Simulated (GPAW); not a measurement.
# A Pb chain with one bond drawn out: a series of junctions, part 2 of 2

How does transport respond as one structural variable is stepped? The junctions: a Pb chain with one bond drawn out.

GPAW 26.7.0; GPAW LCAO, PAW setups; Landauer transmission from Green's functions with principal layers (ASE), zero bias.

So far, conductance (G₀): step 2 (member of the series, stretch 0.2 Å) 2.94; step 3 (stretch 0.5 Å) 2.64; step 4 (stretch 0.8 Å) 2.18; step 5 (stretch 1.2 Å) 1.25; step 6 (stretch 1.6 Å) 0.659.

### 7. Junction: stretch = 2.0

The cell differs from the one that the last finished run ended in (c 30.600 → 31.000 Å).

Input file run.py:

```python
import json
import numpy as np
from ase import Atoms
from ase.transport.calculators import TransportCalculator
from gpaw import GPAW, FermiDirac
from gpaw.lcao.tools import get_lcao_hamiltonian
from scipy.linalg import eigh

# The junction with lead layers at both ends, along the third cell vector
device = Atoms(
    ['Pb', 'Pb', 'Pb', 'Pb', 'Pb', 'Pb', 'Pb', 'Pb', 'Pb', 'Pb'],
    positions=[
        [4.50000, 4.50000, 1.45000],
        [4.50000, 4.50000, 4.35000],
        [4.50000, 4.50000, 7.25000],
        [4.50000, 4.50000, 10.15000],
        [4.50000, 4.50000, 13.05000],
        [4.50000, 4.50000, 17.95000],
        [4.50000, 4.50000, 20.85000],
        [4.50000, 4.50000, 23.75000],
        [4.50000, 4.50000, 26.65000],
        [4.50000, 4.50000, 29.55000]],
    cell=[[9.0, 0.0, 0.0], [0.0, 9.0, 0.0], [0.0, 0.0, 31.0]],
    pbc=True)

# One principal layer of the lead: the first 3 atoms of the device
lead = Atoms(
    ['Pb', 'Pb', 'Pb'],
    positions=[
        [4.50000, 4.50000, 1.45000],
        [4.50000, 4.50000, 4.35000],
        [4.50000, 4.50000, 7.25000]],
    cell=[[9.0, 0.0, 0.0], [0.0, 9.0, 0.0], [0.0, 0.0, 8.7]],
    pbc=True)

settings = dict(mode='lcao', basis='dzp', xc='PBE', h=0.2,
                occupations=FermiDirac(0.1), maxiter=250,
                mixer=dict(beta=0.1, nmaxold=8, weight=100.0),
                convergence=dict(density=0.0001))
energies = np.arange(-3, 3 + 1e-9, 0.075)
eta = 0.0001
n1, n2 = 1, 1
# k and -k transmit alike, so half of the mesh across the current serves
mesh = [(i, j) for i in range(n1) for j in range(n2) if (i, j) <= (-i % n1, -j % n2)]
weights = np.array([1 if (i, j) == (-i % n1, -j % n2) else 2 for i, j in mesh]) / (n1 * n2)

# [... helper functions left out ...]
fermi_lead = ground_state(lead, (1, 1, 13), 'lead.txt')
fermi_device = ground_state(device, (1, 1, 3), 'device.txt')
# [... loop over the mesh left out, but for ...]
        # Shift the lead onto the potential of the device's first layer
        shift = ((H[:, 0, 0] - H0[:, 0, 0]) / S0[0, 0]).real.mean()
# [...]
kT = 8.617333e-5 * 200
bias = [0.1, 0.2, 0.5, 1.0, 1.5, 2.0]
# [... integrals and printing left out ...]
```

Command:

```bash
$ OMP_NUM_THREADS=1 OPENBLAS_NUM_THREADS=1 python run.py
```

Wall time 70 s (1 thread of Arm Neoverse N1, shared host); peak memory 1 GiB.

The conductance, 0.308 G₀, lies 53 % below that of the member before.

### 8. Junction: stretch = 2.6

The cell differs from the one that the last finished run ended in (c 31.000 → 31.600 Å).

run.py: that of step 7 with these lines changed.

```diff
@@ -17,8 +17,8 @@
         [4.50000, 4.50000, 13.05000],
-        [4.50000, 4.50000, 17.95000],
-        [4.50000, 4.50000, 20.85000],
-        [4.50000, 4.50000, 23.75000],
-        [4.50000, 4.50000, 26.65000],
-        [4.50000, 4.50000, 29.55000]],
-    cell=[[9.0, 0.0, 0.0], [0.0, 9.0, 0.0], [0.0, 0.0, 31.0]],
+        [4.50000, 4.50000, 18.55000],
+        [4.50000, 4.50000, 21.45000],
+        [4.50000, 4.50000, 24.35000],
+        [4.50000, 4.50000, 27.25000],
+        [4.50000, 4.50000, 30.15000]],
+    cell=[[9.0, 0.0, 0.0], [0.0, 9.0, 0.0], [0.0, 0.0, 31.6]],
     pbc=True)
```

It took 70 s on 1 thread; peak memory 1 GiB.

One spin. Table of transmission, zone mean by energy, zero at the Fermi level:

energy (eV), transmission, zone mean and a bar:
```
  -3.0000      0.000 
  -2.7750      0.000 
  -2.4750      0.000 
  -2.2500      0.003 
  -2.0250      0.007 #
  -1.7250      0.012 ##
  -1.5000      0.017 ##
  -1.2750      0.021 ###
  -0.9750      0.029 ####
  -0.7500      0.035 #####
  -0.5250      0.044 ######
  -0.2250      0.072 ##########
   0.0000      0.086 ############
   0.2250      0.089 ############
   0.5250      0.093 #############
   0.7500      0.097 ##############
   0.9750      0.105 ###############
   1.2750      0.117 ################
   1.5000      0.126 ##################
   1.7250      0.136 ###################
   2.0250      0.152 #####################
   2.2500      0.166 #######################
   2.4750      0.179 #########################
   2.7750      0.195 ###########################
   3.0000      0.214 ##############################
```

The conductance, 0.0858 G₀, lies 72 % below that of the member before.

### 9. Member of the series, box 9 × 9 × 32.2 Å: stretch = 3.2

The cell differs from the one that the last finished run ended in (c 31.600 → 32.200 Å).

run.py: that of step 8 with these lines changed.

```diff
@@ -17,8 +17,8 @@
         [4.50000, 4.50000, 13.05000],
-        [4.50000, 4.50000, 18.55000],
-        [4.50000, 4.50000, 21.45000],
-        [4.50000, 4.50000, 24.35000],
-        [4.50000, 4.50000, 27.25000],
-        [4.50000, 4.50000, 30.15000]],
-    cell=[[9.0, 0.0, 0.0], [0.0, 9.0, 0.0], [0.0, 0.0, 31.6]],
+        [4.50000, 4.50000, 19.15000],
+        [4.50000, 4.50000, 22.05000],
+        [4.50000, 4.50000, 24.95000],
+        [4.50000, 4.50000, 27.85000],
+        [4.50000, 4.50000, 30.75000]],
+    cell=[[9.0, 0.0, 0.0], [0.0, 9.0, 0.0], [0.0, 0.0, 32.2]],
     pbc=True)
```

It took 70 s on 1 thread; peak memory 1.1 GiB.

The conductance, 0.0212 G₀, lies 75 % below that of the member before.

### 10. The series together

Times are for 1 thread of Arm Neoverse N1, shared host. Results by setting:

```
no.  stretch (Å)  conductance (G₀)  time  memory (GiB)
  1          0.2             2.937  67 s          0.99
  2          0.5             2.635  67 s           1.0
  3          0.8             2.180  68 s             1
  4          1.2             1.254  69 s           1.0
  5          1.6            0.6587  80 s           1.0
  6            2            0.3076  70 s           1.0
  7          2.6           0.08580  70 s           1.0
  8          3.2           0.02117  70 s           1.1
```

The runs together. Transmission, zone mean against energy, zero at the Fermi level:

```
energy (eV)      0.2      0.5      1.2      1.6      2.6      3.2
      -3.00  1.3e-11  7.8e-12  2.8e-12  1.4e-12        0        0
      -2.77  8.8e-11  4.1e-11  7.2e-12  2.8e-12        0        0
      -2.55   2.9e-9   1.1e-9  1.4e-10  4.7e-11  2.7e-12        0
      -2.25    0.931    0.616    0.105   0.0365  0.00266   5.4e-4
      -2.02    0.969    0.783    0.216   0.0837  0.00685  0.00144
      -1.80    0.979    0.840    0.291    0.122   0.0109  0.00235
      -1.57    0.983    0.868    0.348    0.156   0.0151  0.00335
      -1.35    0.985    0.885    0.395    0.187   0.0197  0.00450
      -1.05    0.986    0.900    0.448    0.227   0.0267  0.00634
      -0.82    0.987    0.908    0.482    0.257   0.0328  0.00800
      -0.60     2.52     1.59    0.606    0.317   0.0417   0.0104
      -0.38     2.90     2.35    0.861    0.427   0.0547   0.0136
      -0.15     2.93     2.60     1.24    0.634   0.0791   0.0192
      -0.07     2.96     2.74     1.13    0.619   0.0814   0.0200
       0.00     2.93     2.62     1.28    0.668   0.0864   0.0213
       0.15     2.93     2.59     1.23    0.644   0.0882   0.0224
       0.38     2.92     2.51     1.12    0.599   0.0904   0.0242
       0.60     2.89     2.40     1.03    0.565   0.0939   0.0264
       0.82     2.87     2.31    0.979    0.550   0.0991   0.0289
       1.05     2.86     2.29    0.976    0.559    0.108   0.0327
       1.35     2.86     2.29    0.987    0.575    0.120   0.0379
       1.57     2.86     2.28    0.992    0.586    0.129   0.0425
       1.80     2.84     2.25    0.987    0.592    0.140   0.0477
       2.02     2.82     2.21    0.985    0.602    0.152   0.0539
       2.25     2.81     2.18    0.979    0.610    0.166   0.0611
       2.55     2.75     1.97    0.877    0.576    0.183   0.0722
       2.77     2.24     1.36    0.714    0.519    0.195   0.0821
       3.00    0.986    0.918    0.655    0.508    0.214   0.0942
```

The runs together. Table of current through one cell, from the zero-bias transmission by bias:

```
bias (V)  0.2 (μA)  0.5 (μA)  1.2 (μA)  1.6 (μA)  2.6 (μA)  3.2 (μA)
   0.100      22.8      20.5      9.63      5.07     0.663     0.164
   0.200      45.5      41.0      19.0      10.1      1.32     0.326
   0.500       114       101      46.9      24.5      3.23     0.804
   1.000       226       194      85.6      44.6      6.06      1.54
   1.500       317       266       116      61.4      8.67      2.25
   2.000       392       329       145      77.0      11.3      2.98
```

### 11. SCF mesh 1×1×6

The SCF mesh sets the Fermi level of the repeated cell.

run.py: that of step 9 with these lines changed.

```diff
@@ -17,8 +17,8 @@
         [4.50000, 4.50000, 13.05000],
-        [4.50000, 4.50000, 19.15000],
-        [4.50000, 4.50000, 22.05000],
-        [4.50000, 4.50000, 24.95000],
-        [4.50000, 4.50000, 27.85000],
-        [4.50000, 4.50000, 30.75000]],
-    cell=[[9.0, 0.0, 0.0], [0.0, 9.0, 0.0], [0.0, 0.0, 32.2]],
+        [4.50000, 4.50000, 17.95000],
+        [4.50000, 4.50000, 20.85000],
+        [4.50000, 4.50000, 23.75000],
+        [4.50000, 4.50000, 26.65000],
+        [4.50000, 4.50000, 29.55000]],
+    cell=[[9.0, 0.0, 0.0], [0.0, 9.0, 0.0], [0.0, 0.0, 31.0]],
     pbc=True)
@@ -48,3 +48,3 @@
 fermi_lead = ground_state(lead, (1, 1, 13), 'lead.txt')
-fermi_device = ground_state(device, (1, 1, 3), 'device.txt')
+fermi_device = ground_state(device, (1, 1, 6), 'device.txt')
 # [... loop over the mesh left out, but for ...]
```

Elapsed: 81 s, on 1 thread; peak memory 1 GiB.

This step gave:

* conductance: 0.3078 G₀
* thermopower: -1.795 μV/K
* largest misfit of the first principal layer: 0.09338 eV
* shift that aligns the lead: 0.05803 eV
* transmission at the Fermi level (one spin): 0.3112

One spin. Table of transmission, zone mean by energy, zero at the Fermi level:

```csv
energy (eV),"transmission, zone mean"
-3.00,0
-2.77,1.1e-12
-2.55,1.6e-11
-2.40,3.7e-9
-2.17,0.0195
-1.95,0.0370
-1.73,0.0531
-1.57,0.0636
-1.35,0.0796
-1.12,0.0963
-0.90,0.114
-0.75,0.126
-0.53,0.156
-0.30,0.231
-0.07,0.292
0.00,0.311
0.07,0.309
0.30,0.299
0.53,0.291
0.75,0.290
0.90,0.300
1.12,0.308
1.35,0.321
1.57,0.334
1.73,0.342
1.95,0.355
2.17,0.370
2.40,0.379
2.55,0.377
2.77,0.369
3.00,0.379
```

Crossings of the lead's bands, unfolded to its shortest repeat. Open channels, zone mean against energy, zero at the Fermi level:

energy (eV), open channels, zone mean and a bar:
```
    -3.00       0.00 
    -2.77       0.00 
    -2.55       0.00 
    -2.40       0.00 
    -2.17       1.00 ##########
    -1.95       1.00 ##########
    -1.73       1.00 ##########
    -1.57       1.00 ##########
    -1.35       1.00 ##########
    -1.12       1.00 ##########
    -0.90       1.00 ##########
    -0.75       1.00 ##########
    -0.53       3.00 ##############################
    -0.30       3.00 ##############################
    -0.07       3.00 ##############################
     0.00       3.00 ##############################
     0.07       3.00 ##############################
     0.30       3.00 ##############################
     0.53       3.00 ##############################
     0.75       3.00 ##############################
     0.90       3.00 ##############################
     1.12       3.00 ##############################
     1.35       3.00 ##############################
     1.57       3.00 ##############################
     1.73       3.00 ##############################
     1.95       3.00 ##############################
     2.17       3.00 ##############################
     2.40       3.00 ##############################
     2.55       3.00 ##############################
     2.77       3.00 ##############################
     3.00       1.00 ##########
```

Not self-consistent under bias; the bias window is split evenly. Current through one cell, from the zero-bias transmission against bias:

```
bias (V)  current through one cell, from the zero-bias transmission (μA)
   0.100                                                            2.37
   0.200                                                            4.71
   0.500                                                            11.5
   1.000                                                            21.1
   1.500                                                            29.5
   2.000                                                            37.5
```

The transmission of the three most open eigenchannels by energy, zero at the Fermi level:

| energy (eV) | channel 1 | channel 2 | channel 3 |
| --- | --- | --- | --- |
| -3.00 | 0 | 0 | 0 |
| -2.85 | 0 | 0 | 0 |
| -2.70 | 0 | 0 | 0 |
| -2.55 | 1.4e-11 | 1.2e-12 | 0 |
| -2.33 | 0.00593 | 0 | 0 |
| -2.17 | 0.0195 | 0 | 0 |
| -2.02 | 0.0314 | 0 | 0 |
| -1.88 | 0.0425 | 0 | 0 |
| -1.73 | 0.0531 | 0 | 0 |
| -1.57 | 0.0636 | 0 | 0 |
| -1.35 | 0.0796 | 0 | 0 |
| -1.20 | 0.0906 | 0 | 0 |
| -1.05 | 0.102 | 0 | 0 |
| -0.90 | 0.114 | 0 | 0 |
| -0.75 | 0.126 | 0 | 0 |
| -0.60 | 0.138 | 0.00563 | 0.00563 |
| -0.38 | 0.156 | 0.0202 | 0.0202 |
| -0.23 | 0.168 | 0.0488 | 0.0488 |
| -0.07 | 0.180 | 0.0560 | 0.0560 |
| 0.00 | 0.185 | 0.0630 | 0.0630 |
| 0.07 | 0.191 | 0.0594 | 0.0594 |
| 0.23 | 0.201 | 0.0510 | 0.0510 |
| 0.38 | 0.210 | 0.0426 | 0.0426 |
| 0.60 | 0.223 | 0.0332 | 0.0332 |
| 0.75 | 0.231 | 0.0297 | 0.0297 |
| 0.90 | 0.244 | 0.0282 | 0.0282 |
| 1.05 | 0.248 | 0.0280 | 0.0280 |
| 1.20 | 0.255 | 0.0285 | 0.0285 |
| 1.35 | 0.263 | 0.0291 | 0.0291 |
| 1.57 | 0.275 | 0.0296 | 0.0296 |
| 1.73 | 0.283 | 0.0292 | 0.0292 |
| 1.88 | 0.292 | 0.0289 | 0.0289 |
| 2.02 | 0.302 | 0.0288 | 0.0288 |
| 2.17 | 0.313 | 0.0286 | 0.0286 |
| 2.33 | 0.324 | 0.0270 | 0.0270 |
| 2.55 | 0.341 | 0.0179 | 0.0179 |
| 2.70 | 0.354 | 0.00846 | 0.00846 |
| 2.85 | 0.366 | 0.00164 | 0.00164 |
| 3.00 | 0.379 | 6.7e-12 | 6.7e-12 |

The conductance equals that of the unchanged run to 0.2 %.

### 12. Outcome

- conductance, first and last member: 2.94 and 0.0212 G₀
- largest and smallest: 2.94 and 0.0212 G₀

As the extra bond length goes from 0.2 to 3.2 Å, the conductance goes from 2.94 to 0.0212 G₀. The conductance falls at every step of the series. The thermopower changes sign within the series. The geometry was built from estimated bond lengths and not relaxed, so the numbers describe this model structure. Spin-orbit coupling is left out, which matters for the heavy atoms here. An evenly spaced straight chain is an idealisation: free chains tend to dimerise, zigzag or, where a band edge lies near the Fermi level, turn magnetic. The currents use the zero-bias T(E) throughout, which holds only while the bias is small against the distance to the nearest feature. The energy step is wider than the thermal energy, so the conductance and thermopower rest on interpolation of T(E). Atomic orbitals end short of the vacuum, so tunnelling across a wide gap comes out too low.

[Logs are printed without paths, hosts, clocks, repeated set-up lines and the standing remarks that a program may print on its own settings, such as how far it seeks lower states.]

[Hosts, paths, dates, database ids (printed as entryN), source tags and the programs' standing remarks are cut or masked in the printed files.]
